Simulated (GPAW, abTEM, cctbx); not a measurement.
# CsCu3: the scripts behind a bonding study

Short scripts, each with its output. The cell comes from substitution in a known structure type and wasn't matched to any measured phase.

**1. Build the all-electron density and subtract free atoms**

```text
cell
1.0
     4.303186590    0.000000000    0.000000000
     0.000000000    4.303186590    0.000000000
    -2.151593295   -2.151593295    4.734582160
Cs Cu
1 3
Direct
0.000000000 0.000000000 0.000000000
0.500000000 0.500000000 0.000000000
0.750000000 0.250000000 0.500000000
0.250000000 0.750000000 0.500000000
```

```python
import numpy as np
from ase.io import read
from ase.units import Bohr
from gpaw import GPAW, PW, FermiDirac
from gpaw.calculator import GPAW as OldGPAW
from gpaw.mpi import serial_comm, world
from scipy.special import erfc
from scipy.spatial import cKDTree

atoms = read("cell.vasp")
atoms.calc = GPAW(mode=PW(450), xc="PBE", kpts={"size": (6, 6, 6), "gamma": True},
                 occupations=FermiDirac(0.1), maxiter=120, symmetry={"tolerance": 1e-5}, txt="scf.txt")
atoms.get_potential_energy()
rho = atoms.calc.get_all_electron_density(gridrefinement=2)
moments = atoms.get_magnetic_moments() if atoms.calc.get_number_of_spins() == 2 else np.zeros(len(atoms))
total = atoms.get_magnetic_moment() if moments.any() else 0.0
if world.rank == 0:
    free = OldGPAW(mode=PW(450), xc="PBE", txt=None, communicator=serial_comm)
    neutral = atoms.copy()
    neutral.set_initial_magnetic_moments(None)
    free.initialize(neutral)
    free.set_positions(neutral)
    drho = rho - free.get_all_electron_density(gridrefinement=2)
    # GPAW starts from confined atoms: exchange their smooth part for that of the datasets' free atoms
    h = np.stack(np.meshgrid(*[np.fft.fftfreq(n, 1 / n) for n in drho.shape], indexing="ij"), -1)
    gabs = np.linalg.norm(h @ atoms.cell.reciprocal(), axis=-1)
    tails = np.fft.fftn(free.get_pseudo_density(gridrefinement=2))
    g, form, v0 = np.linspace(0, gabs.max(), 1500), {}, 0
    for e in set(atoms.symbols):
        idx = atoms.symbols.search(e)
        d = free.setups[idx[0]].data
        r, w = d.rgd.r_g * Bohr, d.rgd.r_g**2 * d.rgd.dr_g
        j0 = np.sinc(2 * g[:, None] * r)
        smooth = sum(f * p**2 for f, p in zip(d.f_j, d.phit_jg)) + np.sqrt(4 * np.pi) * d.nct_g
        full = sum(f * p**2 for f, p in zip(d.f_j, d.phi_jg)) + np.sqrt(4 * np.pi) * d.nc_g
        phase = sum(np.exp(-2j * np.pi * h @ s) for s in atoms.get_scaled_positions()[idx])
        tails -= np.interp(gabs, g, j0 @ (smooth * w)) * phase * drho.size / atoms.get_volume()
        form[e] = j0 @ (full * w)
        v0 += 2 * np.pi / 3 * 14.3996 * (full * w * r**2).sum() * len(idx)  # V A^3
    tails *= 0.5 * erfc((gabs - 1.8) / 0.25)  # the tails differ at long wavelengths alone
    drho += np.fft.ifftn(tails).real  # crystal minus superposed spherical free atoms
    np.save("drho.npy", drho)
    dv = atoms.get_volume() / drho.size
    print("grid", drho.shape, " electrons %.3f" % (rho.sum() * dv), " moved by bonding %.3f e" % (abs(drho).sum() * dv / 2))
    pts = np.indices(drho.shape).reshape(3, -1).T / drho.shape @ atoms.cell
    shifts = (np.indices((3, 3, 3)).reshape(3, -1).T - 1) @ atoms.cell
    images = (atoms.positions[None] + shifts[:, None]).reshape(-1, 3)
    dist, idx = cKDTree(images).query(pts, k=4)
    out = drho.ravel()[dist[:, 0] > 0.5]
    print("deformation density beyond 0.5 A of the nuclei: max %.3f, min %.3f e/A^3" % (out.max(), out.min()))
    tie = dist < dist[:, :1] + 1e-4
    q = -np.bincount((idx % len(atoms))[tie], (drho.ravel()[:, None] / tie.sum(1, keepdims=True) * tie)[tie], len(atoms)) * dv
    print("atom        x       y       z   Voronoi charge  moment")
    for a, s, c, m in zip(atoms, atoms.get_scaled_positions(), q, moments):
        print("%-2s%-3d %7.4f %7.4f %7.4f %10.3f %10.2f" % (a.symbol, a.index + 1, *s, c, m))
    np.savez("free.npz", g=g, **form)
    print("mean inner potential of superposed free atoms %.3f V" % (v0 / atoms.get_volume()))
    print("total magnetic moment %.3f muB" % total)
```

```console
$ OMP_NUM_THREADS=1 mpirun -n 4 gpaw python run.py > gpaw.log
```

```text
gpts.py:43: UserWarning: Initial realspace grid (24,24,28) inconsistent with symmetries.
gpts.py:43: UserWarning: Initial realspace grid (24,24,28) inconsistent with symmetries.
gpts.py:43: UserWarning: Initial realspace grid (24,24,28) inconsistent with symmetries.
gpts.py:43: UserWarning: Initial realspace grid (24,24,28) inconsistent with symmetries.
gpts.py:70: UserWarning: Using symmetrized grid: (28,28,28).
gpts.py:70: UserWarning: Using symmetrized grid: (28,28,28).
gpts.py:70: UserWarning: Using symmetrized grid: (28,28,28).
gpts.py:70: UserWarning: Using symmetrized grid: (28,28,28).
grid (56, 56, 56)  electrons 142.000  moved by bonding 0.594 e
deformation density beyond 0.5 A of the nuclei: max 0.024, min -0.140 e/A^3
atom        x       y       z   Voronoi charge  moment
Cs1    0.0000  0.0000  0.0000      0.091       0.00
Cu2    0.5000  0.5000  0.0000     -0.062       0.00
Cu3    0.7500  0.2500  0.5000     -0.015       0.00
Cu4    0.2500  0.7500  0.5000     -0.015       0.00
mean inner potential of superposed free atoms 17.650 V
total magnetic moment 0.000 muB
```

Time: 18 s on 4 cores of Arm Neoverse V1 (shared host), peak memory 0.79 GiB.

**2. Fourier-transform the difference**

```python
from cctbx import adptbx, crystal, miller, xray
from cctbx.eltbx import tiny_pse
import numpy as np

cs = crystal.symmetry(unit_cell=(4.3032, 4.3032, 9.4692, 90, 90, 90), space_group_symbol='Hall: -I 4 2')  # I4/mmm
atoms = [  # label, site, U (iso, or U11 U22 U33 U12 U13 U23 in A^2), occupancy
    ("Cs1", (0, 0, 0), 0.0000, 1),
    ("Cu1", (0.5, 0.5, 0), 0.0000, 1),
    ("Cu2", (0.5, 0, 0.25), 0.0000, 1),
]
xs = xray.structure(crystal_symmetry=cs)
for label, site, u, occ in atoms:
    u = adptbx.u_cif_as_u_star(cs.unit_cell(), u) if isinstance(u, tuple) else u
    xs.add_scatterer(xray.scatterer(label, site=site, u=u, occupancy=occ))
xs.scattering_type_registry(table="wk1995")
drho = np.load("drho.npy")
T = np.array([[1, 0, 0], [0, 1, 0], [1, 1, 2]])  # conventional axes in terms of the primitive ones
dF = np.fft.ifftn(drho) * 175.34444  # electrons a conventional cell, indexed by primitive hkl
ms = miller.build_set(cs, anomalous_flag=False, d_min=0.9).sort("resolution")
iam = ms.structure_factors_from_scatterers(xs, algorithm="direct").f_calc()
p1 = xs.expand_to_p1()
z = np.array([tiny_pse.table(sc.scattering_type).atomic_number() for sc in p1.scatterers()])
x = np.array(p1.sites_frac())
free = np.load("free.npz")
print("static structure factors of the conventional cell: F in electrons, V (Mott-Bethe) in volts")
print("   h  k  l      d  |F| table  |F| free   |F| DFT   change   |V| free  |V| DFT  change %")
for h, d, table in list(zip(ms.indices(), ms.d_spacings().data(), iam.data()))[:16]:
    df = dF[tuple(np.rint(np.linalg.solve(T, h)).astype(int))]
    phase = np.exp(2j * np.pi * x @ h)
    f = sum(np.interp(1 / d, free["g"], free[sc.scattering_type]) * p for sc, p in zip(p1.scatterers(), phase))
    fz = (z * phase).sum()
    c = 14.3996 * d * d / (np.pi * cs.unit_cell().volume())
    v0, v1 = abs(fz - f) * c, abs(fz - f - df) * c
    print("%4d%3d%3d %7.4f %9.3f %9.3f %9.3f %8.3f %9.3f %8.3f %8s" % (h + (d, abs(table), abs(f), abs(f + df), abs(f + df) - abs(f), v0, v1, "%.1f" % (100 * (v1 / v0 - 1)) if v0 > 0.02 else "-")))
```

```console
$ python run.py
```

```text
static structure factors of the conventional cell: F in electrons, V (Mott-Bethe) in volts
   h  k  l      d  |F| table  |F| free   |F| DFT   change   |V| free  |V| DFT  change %
   0  0  2  4.7346    46.665    46.842    46.792   -0.050     3.022    3.052      1.0
   1  0  1  3.9176    45.296    45.475    45.412   -0.063     2.618    2.643      1.0
   1  1  0  3.0428    42.948    43.188    43.421    0.232     2.133    2.076     -2.6
   1  1  2  2.5598   230.671   229.851   229.082   -0.769     9.275    9.406      1.4
   1  0  3  2.5451    40.917    41.248    41.499    0.251     1.821    1.778     -2.3
   0  0  4  2.3673   225.054   224.172   223.303   -0.869     8.764    8.892      1.5
   2  0  0  2.1516   217.647   216.726   215.927   -0.798     8.141    8.238      1.2
   2  0  2  1.9588    37.772    38.174    38.296    0.122     1.387    1.375     -0.9
   2  1  1  1.8859    37.343    37.736    37.976    0.240     1.326    1.304     -1.7
   1  1  4  1.8684    37.240    37.631    37.876    0.245     1.311    1.289     -1.7
   1  0  5  1.7334    36.440    36.794    36.880    0.086     1.194    1.188     -0.6
   2  1  3  1.6431    35.906    36.220    36.388    0.168     1.114    1.102     -1.1
   2  0  4  1.5922   190.604   189.899   189.588   -0.312     6.236    6.257      0.3
   0  0  6  1.5782    35.523    35.802    36.054    0.253     1.055    1.038     -1.6
   2  2  0  1.5214   186.081   185.449   185.267   -0.182     5.963    5.974      0.2
   2  2  2  1.4485    34.755    34.948    34.950    0.002     0.935    0.935     -0.0
```

Time: 0.31 s on 1 core of Arm Neoverse V1 (shared host), peak memory 0.08 GiB.

**3. Propagate a plane wave with and without the bonding term**

```python
import abtem
import numpy as np
from ase.build import make_supercell
from ase.io import read

abtem.config.set({"dask.lazy": False, "fft": "fftw", "diagnostics.progress_bar": False})
M = [[0, 1, 0], [1, 1, 2], [1, 0, 0]]  # rows: x, y and beam direction in the primitive cell's axes
unit = make_supercell(read("cell.vasp"), M)
unit.set_cell(list(unit.cell.lengths()) + [90, 90, 90], scale_atoms=True)
unit.positions[:, 2] += 0.5379  # keeps atomic planes off the slice boundaries
unit.wrap()
slab = unit * (2, 2, 144)
print(slab.get_chemical_formula(), "| box %.2f x %.2f x %.2f A" % tuple(slab.cell.lengths()))

# change of the potential by bonding, from the DFT deformation density (Poisson's equation term by term)
drho = np.load("drho.npy")
prim = read("cell.vasp")
h = np.stack(np.meshgrid(*[np.fft.fftfreq(n, 1 / n) for n in drho.shape], indexing="ij"), -1).reshape(-1, 3).astype(int)
g2 = ((h @ prim.cell.reciprocal()) ** 2).sum(1)
keep = (g2 > 0) & (g2 < 2.5**2)
shape = (123, 271, 28)
vg = np.zeros(shape, complex)
hm = h[keep] @ np.array(M).T
move = np.exp(-2j * np.pi * hm[:, 2] * (0.5379 / unit.cell[2, 2] - 0.5 / shape[2]))  # the same shift, sampled at mid-points
vg[tuple(hm.T % np.array(shape)[:, None])] = -14.3996 / np.pi * (np.fft.fftn(drho).ravel() / drho.size)[keep] / g2[keep] * move
dV = np.fft.ifftn(vg).real * vg.size
dV = dV.reshape(123, 271, 4, 7).mean(3) * unit.cell[2, 2] / 4  # V A, projected in each slice
dV = np.tile(dV.transpose(2, 0, 1), (144, 2, 2))


def build(atoms):
    p = abtem.Potential(atoms, gpts=(246, 542), slice_thickness=[slab.cell[2, 2] / 576] * 576,
                        parametrization="lobato", projection="infinite", exit_planes=48).build()
    p.array[:] += BONDING * dV
    return p


sigmas = {'Cs': 0.075, 'Cu': 0.084}  # r.m.s. displacement along each axis, A
u = np.array([sigmas[s] for s in slab.symbols])[:, None]
rng = np.random.default_rng(176)


def potentials():
    for _ in range(3):  # frozen phonons, one configuration at a time
        atoms = slab.copy()
        atoms.positions += u * rng.standard_normal((len(atoms), 3))
        atoms.wrap()
        yield build(atoms)


for label, BONDING in (("IAM", 0.0), ("DFT", 1.0)):
    print("=====", label)
    rng = np.random.default_rng(176)  # the same displacements for both
    potential = build(slab)
    print("grid", potential.gpts, "slices", potential.num_slices)
    thickness = potential.exit_thicknesses
    wave = abtem.PlaneWave(energy=200000)
    dp = np.mean([wave.multislice(p).diffraction_patterns(max_angle="valid").array for p in potentials()], axis=0)
    hkl = [(0, 0, 0), (0, 0, 2), (0, 1, 1), (0, 1, 3), (0, 2, 0), (0, 2, 2), (0, 3, 1)]
    nx, ny = dp.shape[-2:]
    print("intensity of each beam, fraction of the incident wave")
    print("  t (A)" + "".join("%9s" % " ".join(map(str, h)) for h in hkl) + "  diffuse    total")
    grid = np.zeros((nx, ny), bool)
    grid[nx // 2 % 2::2, ny // 2 % 2::2] = True
    for t, a in list(zip(thickness, dp))[1:]:
        idx = [np.rint(np.array(M) @ np.linalg.solve([[1, 0, 0], [0, 1, 0], [1, 1, 2]], h)).astype(int) for h in hkl]
        print("%7.1f" % t + "".join("%9.5f" % a[nx // 2 + i[0] * 2, ny // 2 + i[1] * 2] for i in idx) + "%9.4f%9.4f" % (a[~grid].sum(), a.sum()))
```

```console
$ python run.py
```

```text
Cs1152Cu3456 | box 8.61 x 18.94 x 619.66 A
===== IAM
grid (246, 542) slices 576
intensity of each beam, fraction of the incident wave
  t (A)    0 0 0    0 0 2    0 1 1    0 1 3    0 2 0    0 2 2    0 3 1  diffuse    total
   51.6  0.57857  0.00030  0.00071  0.00198  0.03209  0.00306  0.00202   0.0586   0.9967
  103.3  0.25750  0.01440  0.01197  0.00402  0.06153  0.00202  0.00051   0.1316   0.9930
  154.9  0.33707  0.04086  0.02724  0.00401  0.02224  0.00071  0.00032   0.1963   0.9891
  206.6  0.40998  0.04437  0.02158  0.00053  0.00257  0.00221  0.00120   0.2225   0.9865
  258.2  0.25649  0.04215  0.01950  0.00287  0.01019  0.00749  0.00222   0.2503   0.9834
  309.8  0.09207  0.05863  0.03282  0.00447  0.00807  0.00847  0.00111   0.2988   0.9791
  361.5  0.05298  0.08108  0.04199  0.00241  0.00550  0.00645  0.00075   0.3352   0.9753
  413.1  0.05461  0.07482  0.03888  0.00428  0.00075  0.01001  0.00165   0.3608   0.9719
  464.7  0.04468  0.06038  0.03352  0.00729  0.00065  0.01201  0.00206   0.3865   0.9687
  516.4  0.03537  0.05275  0.03468  0.00573  0.00132  0.01005  0.00058   0.4084   0.9654
  568.0  0.03172  0.04984  0.03764  0.00399  0.00094  0.00552  0.00092   0.4303   0.9621
  619.7  0.04505  0.03520  0.03264  0.00489  0.00108  0.00522  0.00241   0.4469   0.9590
===== DFT
grid (246, 542) slices 576
intensity of each beam, fraction of the incident wave
  t (A)    0 0 0    0 0 2    0 1 1    0 1 3    0 2 0    0 2 2    0 3 1  diffuse    total
   51.6  0.57428  0.00028  0.00068  0.00208  0.03251  0.00310  0.00202   0.0588   0.9967
  103.3  0.25631  0.01502  0.01262  0.00387  0.06056  0.00201  0.00049   0.1322   0.9929
  154.9  0.34431  0.04209  0.02824  0.00362  0.02045  0.00065  0.00034   0.1959   0.9891
  206.6  0.40443  0.04515  0.02211  0.00053  0.00281  0.00237  0.00131   0.2217   0.9865
  258.2  0.23655  0.04329  0.02094  0.00301  0.01106  0.00776  0.00230   0.2512   0.9833
  309.8  0.07961  0.06146  0.03539  0.00414  0.00796  0.00846  0.00107   0.3005   0.9789
  361.5  0.04858  0.08359  0.04319  0.00212  0.00431  0.00637  0.00075   0.3360   0.9751
  413.1  0.04752  0.07508  0.03854  0.00463  0.00028  0.01030  0.00172   0.3622   0.9717
  464.7  0.03774  0.06036  0.03360  0.00731  0.00074  0.01213  0.00210   0.3886   0.9684
  516.4  0.03361  0.05354  0.03511  0.00537  0.00093  0.00983  0.00058   0.4105   0.9651
  568.0  0.03388  0.04953  0.03653  0.00419  0.00095  0.00551  0.00081   0.4316   0.9619
  619.7  0.05244  0.03322  0.03017  0.00530  0.00130  0.00542  0.00231   0.4480   0.9588
```

Time: 2.2 min.

**4. Rock the beam across one reflection**

```python
import abtem
import numpy as np
from ase.build import make_supercell
from ase.io import read

abtem.config.set({"dask.lazy": False, "fft": "fftw", "diagnostics.progress_bar": False})
M = [[0, 1, 0], [1, 1, 2], [1, 0, 0]]  # rows: x, y and beam direction in the primitive cell's axes
unit = make_supercell(read("cell.vasp"), M)
unit.set_cell(list(unit.cell.lengths()) + [90, 90, 90], scale_atoms=True)
unit.positions[:, 2] += 1.0758  # keeps atomic planes off the slice boundaries
unit.wrap()
slab = unit * (1, 1, 208)
print(slab.get_chemical_formula(), "| box %.2f x %.2f x %.2f A" % tuple(slab.cell.lengths()))

# change of the potential by bonding, from the DFT deformation density (Poisson's equation term by term)
drho = np.load("drho.npy")
prim = read("cell.vasp")
h = np.stack(np.meshgrid(*[np.fft.fftfreq(n, 1 / n) for n in drho.shape], indexing="ij"), -1).reshape(-1, 3).astype(int)
g2 = ((h @ prim.cell.reciprocal()) ** 2).sum(1)
keep = (g2 > 0) & (g2 < 2.5**2)
shape = (96, 211, 26)
vg = np.zeros(shape, complex)
hm = h[keep] @ np.array(M).T
move = np.exp(-2j * np.pi * hm[:, 2] * (1.0758 / unit.cell[2, 2] - 0.5 / shape[2]))  # the same shift, sampled at mid-points
vg[tuple(hm.T % np.array(shape)[:, None])] = -14.3996 / np.pi * (np.fft.fftn(drho).ravel() / drho.size)[keep] / g2[keep] * move
dV = np.fft.ifftn(vg).real * vg.size
dV = dV.reshape(96, 211, 2, 13).mean(3) * unit.cell[2, 2] / 2  # V A, projected in each slice
dV = np.tile(dV.transpose(2, 0, 1), (208, 1, 1))


def build(atoms):
    p = abtem.Potential(atoms, gpts=(96, 211), slice_thickness=[slab.cell[2, 2] / 416] * 416,
                        parametrization="lobato", projection="infinite", exit_planes=104).build()
    p.array[:] += BONDING * dV
    return p


def potentials():
    yield build(slab)  # atoms at rest


for label, BONDING in (("IAM", 0.0), ("DFT", 1.0)):
    print("=====", label)
    potential = build(slab)
    print("grid", potential.gpts, "slices", potential.num_slices)
    thickness = potential.exit_thicknesses
    h = np.array(M) @ np.linalg.solve(np.array([[1, 0, 0], [0, 1, 0], [1, 1, 2]]), [0, 0, 2])
    ix, iy = round(h[0]) * 1, round(h[1]) * 1
    gxy = h[:2] / unit.cell.lengths()[:2]
    along = gxy / np.hypot(*gxy)
    across = np.array([-along[1], along[0]])
    bragg = 500 * abtem.PlaneWave(energy=200000).wavelength * np.hypot(*gxy)
    print("Bragg angle %.3f mrad; beam tilted 46 mrad off the zone axis across the row" % bragg)
    print("dark-field intensity of 0 0 2 against tilt along the row, in Bragg angles")
    print("  t (A)" + "".join("%8.2f" % s for s in [0.2, 0.4, 0.6, 0.8, 1.0, 1.2, 1.4, 1.6, 1.8, 2.0, 2.2, 2.4, 2.6]))
    rows = []
    row = [(n * ix, n * iy) for n in range(-8, 9)]
    for s in [0.2, 0.4, 0.6, 0.8, 1.0, 1.2, 1.4, 1.6, 1.8, 2.0, 2.2, 2.4, 2.6]:
        tilt = -s * bragg * along + 46 * across
        dp = abtem.PlaneWave(energy=200000, tilt=tuple(tilt)).multislice(potential).diffraction_patterns(max_angle="valid").array
        rows.append(dp[:, dp.shape[1] // 2 + ix, dp.shape[2] // 2 + iy])
        if s == 1.0:
            cx, cy = dp.shape[1] // 2, dp.shape[2] // 2
            share = sum(dp[:, cx + i, cy + j] for i, j in row if abs(i) < cx and abs(j) < cy) / dp.sum(axis=(1, 2))
            total = dp.sum(axis=(1, 2))
    for t, a in list(zip(thickness, np.array(rows).T))[1:]:
        print("%7.1f" % t + "".join("%8.4f" % v for v in a))
    print("at the Bragg tilt, share in the row:", share[1:].round(3).tolist(), "total:", total[1:].round(3).tolist())
```

```console
$ python run.py
```

```text
Cs416Cu1248 | box 4.30 x 9.47 x 895.06 A
===== IAM
grid (96, 211) slices 416
Bragg angle 2.649 mrad; beam tilted 46 mrad off the zone axis across the row
dark-field intensity of 0 0 2 against tilt along the row, in Bragg angles
  t (A)    0.20    0.40    0.60    0.80    1.00    1.20    1.40    1.60    1.80    2.00    2.20    2.40    2.60
  223.8  0.1981  0.2248  0.2449  0.2564  0.2596  0.2563  0.2449  0.2247  0.1981  0.1672  0.1341  0.1008  0.0693
  447.5  0.1431  0.0694  0.0477  0.1195  0.1664  0.1196  0.0477  0.0693  0.1433  0.1595  0.1172  0.0700  0.0798
  671.3  0.0004  0.0002  0.1122  0.2385  0.2597  0.2384  0.1123  0.0002  0.0004  0.0052  0.0349  0.0063  0.0379
  895.1  0.0437  0.0240  0.1210  0.0201  0.0661  0.0201  0.1211  0.0240  0.0436  0.1023  0.1058  0.0203  0.1048
at the Bragg tilt, share in the row: [0.6940000057220459, 0.6850000023841858, 0.7260000109672546, 0.7049999833106995] total: [0.9929999709129333, 0.9860000014305115, 0.9760000109672546, 0.9649999737739563]
===== DFT
grid (96, 211) slices 416
Bragg angle 2.649 mrad; beam tilted 46 mrad off the zone axis across the row
dark-field intensity of 0 0 2 against tilt along the row, in Bragg angles
  t (A)    0.20    0.40    0.60    0.80    1.00    1.20    1.40    1.60    1.80    2.00    2.20    2.40    2.60
  223.8  0.2000  0.2275  0.2483  0.2601  0.2635  0.2601  0.2482  0.2275  0.2001  0.1683  0.1344  0.1003  0.0682
  447.5  0.1425  0.0681  0.0421  0.1081  0.1534  0.1082  0.0421  0.0680  0.1427  0.1586  0.1176  0.0708  0.0817
  671.3  0.0005  0.0006  0.1189  0.2427  0.2621  0.2426  0.1190  0.0006  0.0005  0.0043  0.0336  0.0066  0.0363
  895.1  0.0555  0.0196  0.1087  0.0156  0.0663  0.0157  0.1088  0.0196  0.0555  0.1079  0.1050  0.0182  0.1140
at the Bragg tilt, share in the row: [0.6930000185966492, 0.6809999942779541, 0.7229999899864197, 0.7089999914169312] total: [0.9929999709129333, 0.9860000014305115, 0.9760000109672546, 0.9639999866485596]
```

Time: 44 s.

[Outputs are excerpts: Python notices, other lines and further rows are left out; steps that failed or that the build refused (PBEsol, TPSS) are not shown.]

[Logs are printed without paths, hosts, clocks, repeated set-up lines and the standing remarks that a program may print on its own settings, such as how far it seeks lower states.]
